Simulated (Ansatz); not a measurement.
# LaNiHg6, from a guessed structure to a relaxed one, part 2 of 2

Starting from a made-up structure for LaNiHg6, the aim is the relaxed cell, its shortest contacts and, where a second run follows, its electronic structure.

Ansatz 0.2.0; DFT, PBEsol, plane-wave PAW, files of the set soft_1, scalar-relativistic, ferromagnetic start, cell and ions relaxed at zero pressure; PAW set soft_1 (the session's first sound run).

So far: Starting point; Relaxation of the guess. The relaxed cell has a, b, c = 4.766, 5.662, 13.427 Å (conventional setting).

**3. Electronic structure of the relaxed cell**

A second self-consistent run takes a narrower smearing and the mesh shown in its input; the bands follow along the standard path of the relaxed lattice.

This step: DFT, PBEsol, plane-wave PAW, files of the set soft_1, scalar-relativistic, no spin, bands and density of states at the relaxed cell; PAW set soft_1 (Ansatz 0.2.0).

Contents of input.yaml:

```yaml
crystal:
  lattice:
    - [4.7660453735, 0.0, 0.0]
    - [0.0, 2.8311295409, 6.7134838885]
    - [0.0, -2.8311295409, 6.7134838885]
  atoms:
    - { symbol: Hg, position: [0.0, 0.8581338744, 0.8581338744] }
    - { symbol: Hg, position: [0.0, 0.2822802372, 0.2822802372] }
    - { symbol: Hg, position: [0.0, 0.3296115702, 0.8347322146] }
    - { symbol: Hg, position: [0.0, 0.8347322146, 0.3296115702] }
    - { symbol: Hg, position: [0.5, 0.1984068773, 0.6840395052] }
    - { symbol: Hg, position: [0.5, 0.6840395052, 0.1984068773] }
    - { symbol: La, position: [0.5, 0.7029574542, 0.7029574542] }
    - { symbol: Ni, position: [0.5, 0.1105382671, 0.1105382671] }
kpoints:
  mp_grid: { grid: [6, 6, 6] }
  band_path:
    path:
      - [[0.0, 0.0, 0.0], [0.0, 0.2944594, -0.2944594], [0.0, 0.0, -0.5], [-0.5, 0.0, -0.5], [-0.5, 0.2944594, -0.2944594], [-0.5, 0.0, 0.0], [0.0, 0.0, 0.0], [0.0, -0.5, -0.5], [0.0, -0.2944594, -0.7055406], [-0.5, -0.2944594, -0.7055406], [-0.5, -0.5, -0.5], [0.0, -0.5, -0.5]]
      - [[-0.5, 0.0, 0.0], [-0.5, -0.5, -0.5]]
    npoints: 6
scf:
  occupations: { method: fermi_dirac, width: 0.03 }
  n_extra_bands: 12
hamiltonian:
  xc: pbesol
  pseudopotentials: { kind: paw, azcp: { folder: soft_1 }, xc_functional: pbe }
output:
  forces: true
  stress: true
  write_bands: true
  dos: { projected: true }
  write_density: true
  write_potential: true
  elf: true
  volumetric_format: npy
```

Command:

```console
> ansatz run input.yaml --threads 4 --pin off --max-ram 10240MiB --backend cpu --events-out ev --progress --plain --runs-dir out
```

Numbers of over 12 decimals in the logs are rounded to 6 here.

The log of the run:

```text
La: projections on atomic orbitals take those of the free atom [Kr 4d10] 4f0 5s2 5p6 5d1 6s2, of charge +0.00 (hamiltonian.pseudopotentials.projection_atoms); the dataset's partial waves leave at most 1.9e-5 of an orbital's norm unspanned inside its sphere
[...]
Crystal: 8 atoms, lattice volume = 181.174 Å³
Basis set: ecut = 420 eV, 3541 PW (Γ), exchange–correlation on 64×100×100 points (8 copies of the dense FFT grid, shifted against one another)
Bands: 87, of which v1, the nominal top of the filled ones, is band 75 counted from 1 (74 counted from 0)
Symmetry: 4 space group operations
[...]
k-points: 52 of 216 (time reversal used)
[...]
SCF iter   1: F=—  HF=-94004.245253 eV  |F-HF|=—  |Δ(HF+E_count)|=         —  Δρ=3.01e-1  dr2=3.18e2  ethr=3.10e-3  ⟨swp⟩=5.1  Hψ=13451  notcnv=0
[...]
SCF iter  16: F=-93987.345968 eV  HF=-93987.345968 eV  |F-HF|=2.52e-8  |Δ(HF+E_count)|=   1.70e-8  Δρ=4.17e-6  dr2=3.92e-8  ethr=6.71e-11  ⟨swp⟩=14.8  Hψ=33867  notcnv=0
SCF 1 converged in 16 iterations: F = -93987.345968 eV  dr2 = 3.92e-8
[...]
NSCF: frozen V_eff on 74 k-points
SCF converged after 16 iterations
Free energy (F): -93987.345968 eV
[...]
Internal energy: -93987.334434 eV  (E = F + TS)
E sigma→0 (E₀):  -93987.340201 eV
Entropy (-TS):   -0.011534 eV (-1.442 meV/atom)
Fermi energy:    15.011950 eV
[...]
--- Forces (eV/Å), atoms counted from 1 ---
  atom   1  Hg    -0.00000000     0.00000000     0.02987832
  atom   2  Hg    -0.00000000     0.00000000     0.02610761
  atom   3  Hg    -0.00000000    -0.03412284    -0.05256154
  atom   4  Hg    -0.00000000     0.03412284    -0.05256154
  atom   5  Hg     0.00000000     0.00706065     0.00999445
  atom   6  Hg     0.00000000    -0.00706065     0.00999445
  atom   7  La    -0.00000000     0.00000000     0.00796968
  atom   8  Ni     0.00000000     0.00000000     0.02104901
  max |Σ_I F_I| component: 1.30e-4 eV/Å
--- Stress (GPa, compression-positive) ---
       -0.096849       0.000000       0.000000
        0.000000       0.077753      -0.000000
        0.000000      -0.000000       0.052213
  P = ⅓ Tr σ = 0.0110 GPa (0.110 kbar)
--- Band table (eV; the first three rows and the last of 52) ---
  k-point 0: bands = [... 71 lower, 14.0384, 14.0607, 14.1335, 14.5017, 15.9078, 16.4275, 16.5210, 16.7103, ... 8 higher]
  k-point 1: bands = [... 71 lower, 14.0289, 14.5902, 14.7309, 15.2480, 16.0356, 16.2213, 16.6252, 16.6976, ... 8 higher]
  k-point 2: bands = [... 71 lower, 14.0556, 14.8304, 15.0470, 15.8967, 16.1872, 16.3094, 16.6736, 16.7445, ... 8 higher]
  k-point 51: bands = [... 71 lower, 14.0770, 14.6403, 14.6448, 14.6804, 15.3778, 15.7499, 16.4600, 16.4822, ... 8 higher]
```

It took 48 s on 4 threads of Intel Xeon Platinum 8488C (Sapphire Rapids), shared host; peak memory 1.4 GiB; 3.1 min of CPU time.

This step gave:

```
free energy             : -93987.3460 eV
energy at zero smearing : -93987.3402 eV
smearing term TS        : 0.01153 eV
Fermi energy            : 15.01 eV
pressure                : 0.01104 GPa
```

From bands.tsv, the bands that come nearest the Fermi level along the path, at its corners, in eV from the Fermi level:

```
point  band 72  band 73  band 74  band 75  band 76  band 77  band 78  band 79
    Γ    -0.97    -0.95    -0.88    -0.51     0.90     1.42     1.51     1.70
    X    -0.97    -0.04     0.02     0.52     1.00     1.21     1.74     1.74
    S    -0.95    -0.40    -0.02     1.21     1.39     1.54     1.59     1.67
    R    -0.90    -0.77    -0.73    -0.40     0.50     1.35     1.56     1.81
    A    -1.04    -0.89    -0.69     0.08     0.50     1.39     1.63     1.80
    Z    -0.83    -0.78    -0.77    -0.55    -0.08     0.13     0.27     0.76
    Γ    -0.97    -0.95    -0.88    -0.51     0.90     1.42     1.51     1.70
    Y    -0.59    -0.53    -0.49    -0.28     0.43     0.93     1.32     1.47
   X1    -0.97    -0.04     0.02     0.52     1.00     1.21     1.74     1.74
   A1    -1.04    -0.89    -0.69     0.08     0.50     1.39     1.63     1.80
    T    -0.93    -0.37    -0.37    -0.33     0.37     0.74     1.45     1.47
    Y    -0.59    -0.53    -0.49    -0.28     0.43     0.93     1.32     1.47
    Z    -0.83    -0.78    -0.77    -0.55    -0.08     0.13     0.27     0.76
    T    -0.93    -0.37    -0.37    -0.33     0.37     0.74     1.45     1.47
```

States per cell as run, both spins, in windows of 1 eV, from dos.tsv (zero at the Fermi level):

| from | to | total |
| --- | --- | --- |
| -8 | -7 | 25.16 |
| -7 | -6 | 25.91 |
| -6 | -5 | 3.50 |
| -5 | -4 | 1.82 |
| -4 | -3 | 2.33 |
| -3 | -2 | 2.82 |
| -2 | -1 | 7.01 |
| -1 | 0 | 6.92 |
| 0 | 1 | 3.62 |
| 1 | 2 | 14.09 |

A further 73.4 states lie below the table's range.

Force by atom:

```tsv
atom	x (eV/Å)	y (eV/Å)	z (eV/Å)	size
Hg1	0.0000	0.0000	0.0299	0.0299
Hg2	0.0000	0.0000	0.0261	0.0261
Hg3	0.0000	-0.0341	-0.0526	0.0627
Hg4	0.0000	0.0341	-0.0526	0.0627
Hg5	0.0000	0.0071	0.0100	0.0122
Hg6	0.0000	-0.0071	0.0100	0.0122
La7	0.0000	0.0000	0.0080	0.0080
Ni8	0.0000	0.0000	0.0210	0.0210
```

Electrostatic potential energy in the bc plane of the cell as run, not the conventional one, at fractional x = 0.500, with atoms of Hg and La and Ni within 0.2 Å of it. With pseudopotentials it is smooth inside the atoms' cores, unlike the true potential.

Ten even steps from '_' (-33 eV) to '@' (19 eV), each cell a mean:
```
@@@@%%**++**%%@@%%%%%%%%%%@@@@@@%%%%%%@@
%%%%%%%%%%%%%%@@%%##******##%%@@@@@@@@%%
##++++##%%@@@@@@%%##++--::==**%%@@@@@@%%
**--::--**%%@@@@@@%%++......::**%%@@@@%%
##::____..++%%@@@@%%**::..==::::**%%@@@@
%%==______..**@@@@@@%%==..++**::::**%%@@
@@##--______::##@@@@%%##--..++==..==##@@
@@@@##--____..++%%@@@@%%##--......::**%%
@@@@@@##==::::==##@@@@@@%%##==::..--**%%
@@@@@@@@%%**++++##@@@@@@@@%%%%**++++**%%
@@@@@@@@@@@@%%%%%%%%@@@@@@@@@@%%%%####%%
@@@@@@@@@@@@@@@@%%%%####%%@@@@@@@@%%%%%%
@@@@@@@@@@@@@@@@@@%%++==++##@@@@@@@@@@@@
%%@@@@@@@@@@@@@@@@%%++::..::**%%@@@@%%%%
++**%%@@@@@@@@@@@@@@**::____..++%%@@%%**
++++++%%@@@@@@@@@@@@%%==______..**%%%%++
++@@##++%%@@@@@@@@@@@@##--______--##%%**
++%%@@##++%%@@@@@@@@@@@@##--____::++%%%%
##++%%@@++**@@@@@@@@@@@@@@##==::--++%%@@
@@##++++++++%%@@@@@@@@@@@@@@%%##**##%%@@
```
Columns run along b (7.3 Å; values clipped at the 3rd and 97th percentile), rows up along c (7.3 Å). Atoms in or near the plane, at fractional coordinates: Hg at (0.20, 0.68), Hg at (0.68, 0.20), La at (0.70, 0.70), Ni at (0.11, 0.11).

Valence density in the bc plane of the cell as run, not the conventional one, at fractional x = 0.500, with atoms of Hg and La and Ni within 0.2 Å of it. It is the smooth field of the valence electrons, not physical close to the nuclei.

Ten steps, logarithmic in the rise over the least value, from '0' (0 e/Å³) to '9' (49 e/Å³), each cell a mean:
```
00112110000000000100
11101100001110000000
12210000001222100001
24442100001233210000
14665200001233321000
13677520000233332100
01467641000023333200
00146652100012333210
00013543100000222210
00001222100000011110
00000011110000000000
00000000011110000000
00000000012321000000
00000000012454200001
21000000002566521011
55310000001367752012
58841000000146764101
38983000000014664211
15885100000001344210
01355200000000112110
```
Columns run along b (7.3 Å), rows up along c (7.3 Å). Atoms in or near the plane, at fractional coordinates: Hg at (0.20, 0.68), Hg at (0.68, 0.20), La at (0.70, 0.70), Ni at (0.11, 0.11).

ELF in the bc plane of the cell as run, not the conventional one, at fractional x = 0.500, with atoms of Hg and La and Ni within 0.2 Å of it. It is the smooth field of the valence electrons, not physical close to the nuclei.

Ten even steps from '0' (0.06) to '9' (0.95), each cell a mean:
```
11111112112210122211
22211111126762011111
23321111137887410112
34443221126877851012
34554321115852475112
23576432102771048401
23457542200386127720
02345543210048757861
01233443221003788872
00122333221100256762
00011222222210012321
00000111222222111111
11100001123332211112
11110000123444322111
11111000123455432111
34211100012357643111
48721110012345754211
27972111001234554321
13784111000123344321
11243111000002233221
```
Columns run along b (7.3 Å), rows up along c (7.3 Å). Atoms in or near the plane, at fractional coordinates: Hg at (0.20, 0.68), Hg at (0.68, 0.20), La at (0.70, 0.70), Ni at (0.11, 0.11).

**4. Summary of results**

```
space group, relaxed : Amm2
conventional cell    : a = 4.766, b = 5.662, c = 13.427 Å; α = 90.0°, β = 90.0°, γ = 90.0°
volume per atom      : 22.65 Å³ (guess 24.99)
total moment         : 0.00 μB in the cell of 8 atoms
```

In words: LaNiHg6 relaxes to Amm2 with a = 4.766, b = 5.662 and c = 13.427 Å. The guessed volume was 10 % too large. The space group Amm2 was held in the relaxation, so the end point is a stationary structure within it and may be a saddle against distortions or other arrangements. The moments died out from this one start and weren't seeded again at the relaxed cell. Bands cross the Fermi level, so it is a metal or semimetal at this level. The electron count is odd, which forces that without spin polarisation or a larger cell. On the 6×6×6 mesh with the narrower smearing (relaxed on 5×5×5) the largest force component is 0.053 eV/Å and the largest stress component is 0.097 GPa, against the relaxation's thresholds of 0.015 eV/Å and 0.05 GPa. The cutoff wasn't tested. Spin-orbit coupling is left out, which can matter for elements this heavy. No dispersion term is used, so weakly bound directions may come out too long. Nothing here tests whether the compound is stable against decomposition.

[Logs are printed without paths, hosts, clocks, repeated set-up lines and the standing remarks that a program may print on its own settings, such as how far it seeks lower states.]

[Hosts, paths, dates, database ids (printed as entryN), source tags and the programs' standing remarks are cut or masked in the printed files.]
